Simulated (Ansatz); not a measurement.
# Lattice dynamics of (KF)2(LiBr)1 [001] superlattice, started as rocksalt type

Task: relax (KF)2(LiBr)1 [001] superlattice, started as rocksalt type, then find its harmonic phonons.

Main program and level: Ansatz 0.2.0; DFT PBEsol, scalar-relativistic, plane waves, PAW.

This is a report of a sequence of runs, with most program output left out.

The structure was built from a prototype and need not be the compound's stable phase.

## 1. The structure

The structure is tetragonal, space group I4/mmm (No. 139). Conventional cell: a = 3.818 Å, b = 3.818 Å, c = 16.200 Å, α = 90.00°, β = 90.00°, γ = 90.00°. Br has 2 K at 2.70 Å and 4 Li at 2.70 Å nearest. Nearest to F lie 5 K at 2.70 Å and 1 Li at 2.70 Å. Nearest to K lie 1 Br at 2.70 Å and 5 F at 2.70 Å. Nearest to Li lie 2 F at 2.70 Å and 4 Br at 2.70 Å. Farther neighbours and most contacts between anions are not listed.

## 2. Coarse relaxation

A rough relaxation comes first, because large forces or stress need no tight tolerances yet.

input.yaml reads:

```yaml
crystal:
  lattice:
    - [2.7, 2.7, 0.0]
    - [-2.7, 2.7, 0.0]
    - [2.7, 0.0, 8.1]
  atoms:
    - { symbol: Br, position: [0.166667, 0.833333, 0.666667] }
    - { symbol: F, position: [0.5, 0.5, 0.0] }
    - { symbol: F, position: [0.833333, 0.166667, 0.333333] }
    - { symbol: K, position: [0.0, 0.0, 0.0] }
    - { symbol: K, position: [0.333333, 0.666667, 0.333333] }
    - { symbol: Li, position: [0.666667, 0.333333, 0.666667] }
kpoints:
  mp_grid: { grid: [6, 6, 6] }
hamiltonian:
  xc: pbesol
scf:
  occupations: { method: gaussian, width: 0.1 }
output:
  forces: true
  stress: true
  eigenvalues: true
relax:
  adjacent_minimum: "off"
  f_tol: 0.05
  max_steps: 80
  cell: { stress_tol: 0.5 }
```

The run is started by

```
ansatz run input.yaml --threads 8 --pin off --max-ram 14336MiB --backend cpu --events-out ev --progress --plain --runs-dir out
```

The job ended after 14 s (8 threads of AMD EPYC 7R43, shared host; peak memory 0.59 GiB; 88 s of CPU time).

Relaxation path:

| step | energy less that of the first step (eV) | largest force component (eV/Å) | pressure (GPa) | volume (Å³) |
| --- | --- | --- | --- | --- |
| 1 | 0.0000 | 1.7387 | 1.95 | 118.10 |
| 2 | -0.4325 | 0.0901 | -0.28 | 119.55 |
| 3 | -0.4659 | 0.0667 | 0.07 | 118.59 |
| 4 | -0.4919 | 0.0757 | 0.22 | 119.67 |
| 5 | -0.4929 | 0.0260 | 0.05 | 120.22 |
| 6* | -0.5090 | 0.0272 | 0.25 | 120.22 |
| 7 | -0.5115 | 0.0144 | 0.00 | 122.07 |
| 8* | -0.5145 | 0.0151 | 0.01 | 122.07 |

Relaxation steps marked * repeat the geometry before them on a plane-wave basis chosen anew for their cell, so energy and pressure can jump there.

The run keeps the 16 symmetry operations that it works with, so distortions that break them were not tested.

| conventional cell, symmetrised | before | after | change |
| --- | --- | --- | --- |
| a (Å) | 3.818 | 3.709 | -2.9 % |
| b (Å) | 3.818 | 3.709 | -2.9 % |
| c (Å) | 16.200 | 17.749 | +9.6 % |
| volume (Å³/atom) | 19.68 | 20.35 | +3.4 % |

The atoms that moved most (Å, as changes of fractional coordinates times the final cell):

| atom | dx | dy | dz | length |
| --- | --- | --- | --- | --- |
| K4 | 0.000 | 0.000 | 0.203 | 0.203 |
| K5 | 0.000 | 0.000 | -0.203 | 0.203 |
| F2 | 0.000 | 0.000 | 0.092 | 0.092 |
| F3 | 0.000 | 0.000 | -0.092 | 0.092 |

This step gave:

* pressure: 0.01079 GPa
* gap on the k-mesh: 5.076 eV
* volume per atom: 20.35 Å³
* direct gap on mesh: 5.424 eV

In this step the volume went from 19.68 to 20.35 Å³/atom.

## 3. Bringing the structure to rest

The cell and atoms are relaxed, since residual forces and stress would shift the frequencies.

input.yaml reads:

```yaml
crystal:
  lattice:
    - [2.6225415331, 2.6225415331, 0.0]
    - [-2.6225415331, 2.6225415331, 0.0]
    - [2.6225415331, 0.0, 8.8744064082]
  atoms:
    - { symbol: Br, position: [0.1666666667, 0.8333333333, 0.6666666667] }
    - { symbol: F, position: [0.4948414608, 0.5051585392, 0.0103170785] }
    - { symbol: F, position: [0.8384918726, 0.1615081274, 0.3230162549] }
    - { symbol: K, position: [-0.0114209186, 0.0114209186, 0.0228418372] }
    - { symbol: K, position: [0.3447542519, 0.6552457481, 0.3104914962] }
    - { symbol: Li, position: [0.6666666667, 0.3333333333, 0.6666666667] }
kpoints:
  mp_grid: { grid: [6, 6, 6] }
hamiltonian:
  xc: pbesol
scf:
  occupations: { method: gaussian, width: 0.02 }
output:
  forces: true
  stress: true
  eigenvalues: true
relax:
  adjacent_minimum: "off"
  f_tol: 0.005
  max_steps: 80
  cell: { stress_tol: 0.05 }
```

Run time: 9 s. Hardware: 8 threads; peak memory 0.6 GiB.

Step by step:

| step | energy less that of the first step (eV) | largest force component (eV/Å) | pressure (GPa) | volume (Å³) |
| --- | --- | --- | --- | --- |
| 1 | 0.0000 | 0.0150 | 0.01 | 122.07 |
| 2 | 0.0001 | 0.0084 | 0.00 | 122.48 |
| 3 | 0.0006 | 0.0288 | -0.02 | 122.76 |
| 4 | 0.0001 | 0.0001 | 0.00 | 122.56 |
| 5* | -0.0006 | 0.0001 | 0.01 | 122.56 |

Relaxation steps marked * repeat the geometry before them on a plane-wave basis chosen anew for their cell, so energy and pressure can jump there. Relaxation step 3 was tried and not accepted.

The run keeps the 16 symmetry operations that it works with, so distortions that break them were not tested.

| conventional cell, symmetrised | before | after | change |
| --- | --- | --- | --- |
| a (Å) | 3.709 | 3.706 | -0.1 % |
| b (Å) | 3.709 | 3.706 | -0.1 % |
| c (Å) | 17.749 | 17.850 | +0.6 % |
| volume (Å³/atom) | 20.35 | 20.43 | +0.4 % |

The atoms that moved most (Å, as changes of fractional coordinates times the final cell):

| atom | dx | dy | dz | length |
| --- | --- | --- | --- | --- |
| F2 | 0.000 | 0.000 | 0.018 | 0.018 |
| F3 | 0.000 | 0.000 | -0.018 | 0.018 |

Final coordinates:

```cif
data_structure
_symmetry_space_group_name_H-M 'P 1'
_symmetry_Int_Tables_number 1
_cell_length_a 3.7057
_cell_length_b 3.7057
_cell_length_c 9.3019
_cell_angle_alpha 101.490
_cell_angle_beta 78.510
_cell_angle_gamma 90.000
_cell_volume 122.56
loop_
_atom_site_label
_atom_site_type_symbol
_atom_site_fract_x
_atom_site_fract_y
_atom_site_fract_z
_atom_site_occupancy
Br1 Br 0.16667 0.83333 0.66667 1
F2 F 0.49383 0.50617 0.01234 1
F3 F 0.83950 0.16050 0.32100 1
K4 K 0.98846 0.01154 0.02307 1
K5 K 0.34487 0.65513 0.31026 1
Li6 Li 0.66667 0.33333 0.66667 1
```

Numbers from this step:

* pressure: 0.01276 GPa
* volume per atom: 20.43 Å³
* direct gap on mesh: 5.397 eV

In this step the volume went from 20.35 to 20.43 Å³/atom.

## 4. Tight relaxation

Phonons need a cell at rest on their own settings, so the relaxation is repeated with tight tolerances on forces and stress, using the mesh and the filling of the phonon run that follows.

input.yaml reads:

```yaml
crystal:
  lattice:
    - [2.6203367322, 2.6203367322, 0.0]
    - [-2.6203367322, 2.6203367322, 0.0]
    - [2.6203367322, 0.0, 8.9252424625]
  atoms:
    - { symbol: Br, position: [0.1666666667, 0.8333333333, 0.6666666667] }
    - { symbol: F, position: [0.4938323008, 0.5061676992, 0.0123353985] }
    - { symbol: F, position: [0.8395010326, 0.1604989674, 0.3209979349] }
    - { symbol: K, position: [-0.0115372849, 0.0115372849, 0.0230745699] }
    - { symbol: K, position: [0.3448706183, 0.6551293817, 0.3102587635] }
    - { symbol: Li, position: [0.6666666667, 0.3333333333, 0.6666666667] }
kpoints:
  mp_grid: { grid: [8, 8, 8] }
hamiltonian:
  xc: pbesol
scf:
  occupations: { method: fixed }
output:
  forces: true
  stress: true
  eigenvalues: true
relax:
  adjacent_minimum: "off"
  f_tol: 0.001
  max_steps: 60
  cell: { stress_tol: 0.01 }
```

Wall time 16 s (8 threads); peak memory 0.63 GiB.

Step by step:

| step | energy less that of the first step (eV) | largest force component (eV/Å) | pressure (GPa) | volume (Å³) |
| --- | --- | --- | --- | --- |
| 1 | 0.0000 | 0.0000 | 0.01 | 122.56 |
| 2 | 0.0001 | 0.0029 | 0.00 | 122.67 |
| 3 | 0.0005 | 0.0173 | -0.02 | 122.87 |
| 4 | 0.0001 | 0.0001 | 0.00 | 122.68 |
| 5* | 0.0000 | 0.0001 | 0.00 | 122.68 |

Relaxation steps marked * repeat the geometry before them on a plane-wave basis chosen anew for their cell, so energy and pressure can jump there. Relaxation step 3 was tried and not accepted.

Forces are held to the 16 operations that the run works with; a distortion that breaks them can't arise in this run.

| conventional cell, symmetrised | before | after | change |
| --- | --- | --- | --- |
| a (Å) | 3.706 | 3.705 | -0.0 % |
| b (Å) | 3.706 | 3.705 | -0.0 % |
| c (Å) | 17.850 | 17.871 | +0.1 % |
| volume (Å³/atom) | 20.43 | 20.45 | +0.1 % |

Numbers from this step:

| Item | Value |
| --- | --- |
| pressure | 0.001780 GPa |
| gap on the k-mesh | 5.075 eV |
| volume per atom | 20.45 Å³ |
| direct gap on mesh | 5.390 eV |

The largest force component left is 0.11 meV/Å and the pressure is 0.002 GPa, within the tolerances set. The cell now holds 20.45 Å³/atom.

## 5. Modes at Γ

The zone centre is the only wavevector solved here; it holds the modes that light can see, as far as symmetry allows. The response to a homogeneous field gives the Born charges and the dielectric tensor, and its change with displacement the Raman tensors.

input.yaml reads:

```yaml
crystal:
  lattice:
    - [2.6200644136, 2.6200644136, 0.0]
    - [-2.6200644136, 2.6200644136, 0.0]
    - [2.6200644136, 0.0, 8.9354938772]
  atoms:
    - { symbol: Br, position: [0.1666666667, 0.8333333333, 0.6666666667] }
    - { symbol: F, position: [0.4937136715, 0.5062863285, 0.0125726571] }
    - { symbol: F, position: [0.8396196619, 0.1603803381, 0.3207606763] }
    - { symbol: K, position: [-0.0115489894, 0.0115489894, 0.0230979788] }
    - { symbol: K, position: [0.3448823228, 0.6551176772, 0.3102353546] }
    - { symbol: Li, position: [0.6666666667, 0.3333333333, 0.6666666667] }
kpoints:
  mp_grid: { grid: [8, 8, 8] }
hamiltonian:
  xc: pbesol
scf:
  occupations: { method: fixed }
output:
  eigenvalues: true
phonons:
  method: dfpt
  dielectric: true
  rigid_motions: translations
  raman: true
```

It took 17 min on 8 threads; peak memory 4.1 GiB; 2 h of CPU time.

Numbers from this step:

```
sum-rule residual before enforcement                    : 1.69e-4 eV/Å²
miss of the charge sum rule                             : 0.004203 e
estimated error of the dielectric tensor                : 0.006212
estimated error of the Born charges                     : 0.01092 e
point group                                             : 4/mmm
highest optical mode at the zone centre (no LO-TO term) : 248.4 cm⁻¹
lowest optical zone-centre mode                         : -170.1 cm⁻¹
mean high-frequency dielectric constant                 : 2.379
largest Born charge (third of the trace)                : -1.201 e
top of the zone-centre spectrum with the field          : 367.4 cm⁻¹
```

Without the LO-TO term. Patterns of degenerate modes are one choice out of their space. The modes at Γ (shares of kinetic energy by element, %) (negative means imaginary):

| mode | frequency (cm⁻¹) | symmetry | Br % | F % | K % | Li % |
| --- | --- | --- | --- | --- | --- | --- |
| 1 | -170.1 | A2u | 0 | 27 | 0 | 73 |
| 2 | 0.0 | acoustic | 39 | 19 | 39 | 3 |
| 3 | 0.0 | acoustic | 39 | 19 | 39 | 3 |
| 4 | 0.0 | acoustic | 39 | 19 | 39 | 3 |
| 5 | 41.2 | Eu | 55 | 12 | 31 | 3 |
| 6 | 41.2 | Eu | 55 | 12 | 31 | 3 |
| 7 | 71.4 | Eg | 0 | 30 | 70 | 0 |
| 8 | 71.4 | Eg | 0 | 30 | 70 | 0 |
| 9 | 125.6 | A2u | 60 | 6 | 32 | 3 |
| 10 | 145.7 | A1g | 0 | 49 | 51 | 0 |
| 11 | 191.1 | A1g | 0 | 51 | 49 | 0 |
| 12 | 196.2 | Eu | 0 | 69 | 30 | 0 |
| 13 | 196.2 | Eu | 0 | 69 | 30 | 0 |
| 14 | 199.1 | Eg | 0 | 70 | 30 | 0 |
| 15 | 199.1 | Eg | 0 | 70 | 30 | 0 |
| 16 | 209.6 | A2u | 1 | 49 | 30 | 21 |
| 17 | 248.4 | Eu | 6 | 1 | 0 | 94 |
| 18 | 248.4 | Eu | 6 | 1 | 0 | 94 |

Displacements in mode 1 (-170.1 cm⁻¹), the largest set to 1:
```
Br1  0.00  0.00  0.02
F2   0.00  0.00 -0.26
F3   0.00  0.00 -0.26
K4   0.00  0.00  0.01
K5   0.00  0.00  0.01
Li6  0.00  0.00  1.00
```

Displacements in mode 6 (41.2 cm⁻¹), the largest set to 1:
```
Br1  1.00  0.16  0.00
F2  -0.67 -0.10  0.00
F3  -0.67 -0.10  0.00
K4  -0.76 -0.12  0.00
K5  -0.76 -0.12  0.00
Li6  0.74  0.12  0.00
```

Optical modes at the zone centre, without and with the macroscopic field of the longitudinal modes; each column is sorted by frequency, so a row need not hold one and the same mode. Modes with and without the field, by row:

| rank among optical modes | no field (cm⁻¹) | q along (1, 0, 0) (cm⁻¹) | q along (0, 0, 1) (cm⁻¹) |
| --- | --- | --- | --- |
| 1 | -170.1 | -170.1 | -75.5 |
| 2 | 41.2 | 41.2 | 41.2 |
| 3 | 41.2 | 42.1 | 41.2 |
| 4 | 71.4 | 71.4 | 71.4 |
| 5 | 71.4 | 71.4 | 71.4 |
| 6 | 125.6 | 125.6 | 143.1 |
| 7 | 145.7 | 145.7 | 145.7 |
| 8 | 191.1 | 191.1 | 191.1 |
| 9 | 196.2 | 196.2 | 196.2 |
| 10 | 196.2 | 199.1 | 196.2 |
| 11 | 199.1 | 199.1 | 199.1 |
| 12 | 199.1 | 209.6 | 199.1 |
| 13 | 209.6 | 214.4 | 248.4 |
| 14 | 248.4 | 248.4 | 248.4 |
| 15 | 248.4 | 367.4 | 263.2 |

Born charge (rows field, columns displacement) (e), principal values of the symmetric part by kind of site:

| atom | atoms with these values | low | middle | high | mean |
| --- | --- | --- | --- | --- | --- |
| Br1 | 1 | -1.23 | -1.23 | -0.62 | -1.03 |
| F2 | 2 | -1.21 | -1.20 | -1.20 | -1.20 |
| K4 | 2 | 1.15 | 1.15 | 1.16 | 1.15 |
| Li6 | 1 | 0.72 | 1.32 | 1.32 | 1.12 |

In full for Br1:

```
-1.23  0.00  0.00
 0.00 -1.23  0.00
 0.00  0.00 -0.62
```

High-frequency dielectric tensor:

```
2.42 0.00 0.00
0.00 2.42 0.00
0.00 0.00 2.29
```

Transverse modes; imaginary modes are left out. Infrared lines, with heights relative to the strongest:

| position (cm⁻¹) | label | relative intensity |
| --- | --- | --- |
| 41 | Eu | 0.4 |
| 71 | Eg | 0.0 |
| 126 | A2u | 4.1 |
| 146 | A1g | 0.0 |
| 191 | A1g | 0.0 |
| 196 | Eu | 62 |
| 199 | Eg | 0.0 |
| 210 | A2u | 14 |
| 248 | Eu | 100 |

Activity x (w_L - w)^4 (n + 1)/w, 532 nm, 300 K; imaginary modes are left out; modes without the macroscopic field alone. Raman lines, with heights relative to the strongest:

| position (cm⁻¹) | label | relative intensity |
| --- | --- | --- |
| 41 | Eu | 0.0 |
| 71 | Eg | 19 |
| 126 | A2u | 0.0 |
| 146 | A1g | 70 |
| 191 | A1g | 100 |
| 196 | Eu | 0.0 |
| 199 | Eg | 10 |
| 210 | A2u | 0.0 |
| 248 | Eu | 0.0 |

Before it was imposed, the acoustic sum rule was missed by 1.7e-4 eV/Å² and the charge sum rule by 0.0042 e. Small misses are needed for a sound result but don't prove that mesh and cutoff are converged. The lowest optical mode is imaginary, 170.1i cm⁻¹, so the energy falls along it.

## 6. Another isotope, element Br, natural mass 79.904 amu

An isotope changes the mass and not the force constants, so no new electronic calculation is needed; the shifts show which modes move this element.

The same force constants with the mass of Br changed from 79.904 to 80.916 u (phonopy, no LO-TO term). Both lists are sorted by frequency; levels can cross, so a row need not hold one and the same mode. Modes under 3 cm⁻¹ are left out. Isotope shifts, by row:

| q | rank | natural mass (cm⁻¹) | changed mass (cm⁻¹) |
| --- | --- | --- | --- |
| 0 0 0 | 1 | -170.1 | -170.1 |
| 0 0 0 | 5 | 41.24 | 41.1 |
| 0 0 0 | 6 | 41.24 | 41.1 |
| 0 0 0 | 7 | 71.37 | 71.37 |
| 0 0 0 | 8 | 71.37 | 71.37 |
| 0 0 0 | 9 | 125.6 | 125.2 |
| 0 0 0 | 10 | 145.7 | 145.7 |
| 0 0 0 | 11 | 191.1 | 191.1 |
| 0 0 0 | 12 | 196.2 | 196.2 |
| 0 0 0 | 13 | 196.2 | 196.2 |
| 0 0 0 | 14 | 199.1 | 199.1 |
| 0 0 0 | 15 | 199.1 | 199.1 |
| 0 0 0 | 16 | 209.6 | 209.6 |
| 0 0 0 | 17 | 248.4 | 248.3 |
| 0 0 0 | 18 | 248.4 | 248.3 |

A mode of this element alone would shift by -0.63 %. The highest zone-centre frequency without the field goes from 248.4 to 248.3 cm⁻¹ (-0.0 %).

## 7. Isotope substitution, element K, natural mass 39.0983 amu

The same for K, from 39.10 to 40.96 u.

The same force constants with the mass of K changed from 39.098 to 40.962 u (phonopy, no LO-TO term). Both lists are sorted by frequency; levels can cross, so a row need not hold one and the same mode. Modes under 3 cm⁻¹ are left out. Isotope shifts, by row:

| q | rank | natural mass (cm⁻¹) | changed mass (cm⁻¹) |
| --- | --- | --- | --- |
| 0 0 0 | 1 | -170.1 | -170.1 |
| 0 0 0 | 5 | 41.24 | 40.94 |
| 0 0 0 | 6 | 41.24 | 40.94 |
| 0 0 0 | 7 | 71.37 | 70.22 |
| 0 0 0 | 8 | 71.37 | 70.22 |
| 0 0 0 | 9 | 125.6 | 124.7 |
| 0 0 0 | 10 | 145.7 | 143.9 |
| 0 0 0 | 11 | 191.1 | 189 |
| 0 0 0 | 12 | 196.2 | 194.8 |
| 0 0 0 | 13 | 196.2 | 194.8 |
| 0 0 0 | 14 | 199.1 | 197.7 |
| 0 0 0 | 15 | 199.1 | 197.7 |
| 0 0 0 | 16 | 209.6 | 208.2 |
| 0 0 0 | 17 | 248.4 | 248.4 |
| 0 0 0 | 18 | 248.4 | 248.4 |

A mode of this element alone would shift by -2.30 %. The highest zone-centre frequency without the field goes from 248.4 to 248.4 cm⁻¹ (+0.0 %).

## 8. Isotope substitution, element Li, natural mass 6.94 amu

The same for Li, from 6.94 to 6.02 u.

The same force constants with the mass of Li changed from 6.940 to 6.015 u (phonopy, no LO-TO term). Both lists are sorted by frequency; levels can cross, so a row need not hold one and the same mode. Modes under 3 cm⁻¹ are left out. Isotope shifts, by row:

| q | rank | natural mass (cm⁻¹) | changed mass (cm⁻¹) |
| --- | --- | --- | --- |
| 0 0 0 | 1 | -170.1 | -179.2 |
| 0 0 0 | 5 | 41.24 | 41.31 |
| 0 0 0 | 6 | 41.24 | 41.31 |
| 0 0 0 | 7 | 71.37 | 71.37 |
| 0 0 0 | 8 | 71.37 | 71.37 |
| 0 0 0 | 9 | 125.6 | 125.9 |
| 0 0 0 | 10 | 145.7 | 145.7 |
| 0 0 0 | 11 | 191.1 | 191.1 |
| 0 0 0 | 12 | 196.2 | 196.2 |
| 0 0 0 | 13 | 196.2 | 196.2 |
| 0 0 0 | 14 | 199.1 | 199.1 |
| 0 0 0 | 15 | 199.1 | 199.1 |
| 0 0 0 | 16 | 209.6 | 212.8 |
| 0 0 0 | 17 | 248.4 | 265.7 |
| 0 0 0 | 18 | 248.4 | 265.7 |

A mode of this element alone would shift by +7.41 %. The highest zone-centre frequency without the field goes from 248.4 to 265.7 cm⁻¹ (+7.0 %).

## 9. Outcome

| Item | Value |
| --- | --- |
| space group after relaxation (within 0.01 Å) | I4/mmm |
| volume per atom | 20.4 Å³ |
| gap on the k-mesh | 5.07 eV |
| highest optical mode at the zone centre (no LO-TO term) | 248 cm⁻¹ |
| top of the zone-centre spectrum with the field | 367 cm⁻¹ |
| lowest optical zone-centre mode | -170 cm⁻¹ |
| mean high-frequency dielectric constant | 2.38 |
| largest Born charge (third of the trace) | -1.20 e |
| imaginary modes at Γ (the only wavevector solved) | yes |

A zone-centre mode is imaginary (170.1i cm⁻¹), so this structure is not a minimum of the energy. Without the field, the optical modes at Γ span -170 to 248 cm⁻¹ (negative means imaginary). No dispersion was computed. The highest mode in this list at Γ, 248.4 cm⁻¹, is mostly motion of Li (94 % of the kinetic energy). With the macroscopic field of the longitudinal modes the top of the zone-centre spectrum lies at 367 cm⁻¹, against 248 cm⁻¹ without it. Among the real modes, the strongest infrared line is at 248 cm⁻¹. Averaged over orientations, the strongest Raman line at 532 nm and 300 K is at 191 cm⁻¹. The starting cell was built on a prototype and not taken from a measurement, so the phase need not exist. These are harmonic frequencies at zero temperature: anharmonic shifts, linewidths and thermal expansion are left out.

[Logs are printed without paths, hosts, clocks, repeated set-up lines and the standing remarks that a program may print on its own settings, such as how far it seeks lower states.]

[Hosts, paths, dates, database ids (printed as entryN), source tags and the programs' standing remarks are cut or masked in the printed files.]
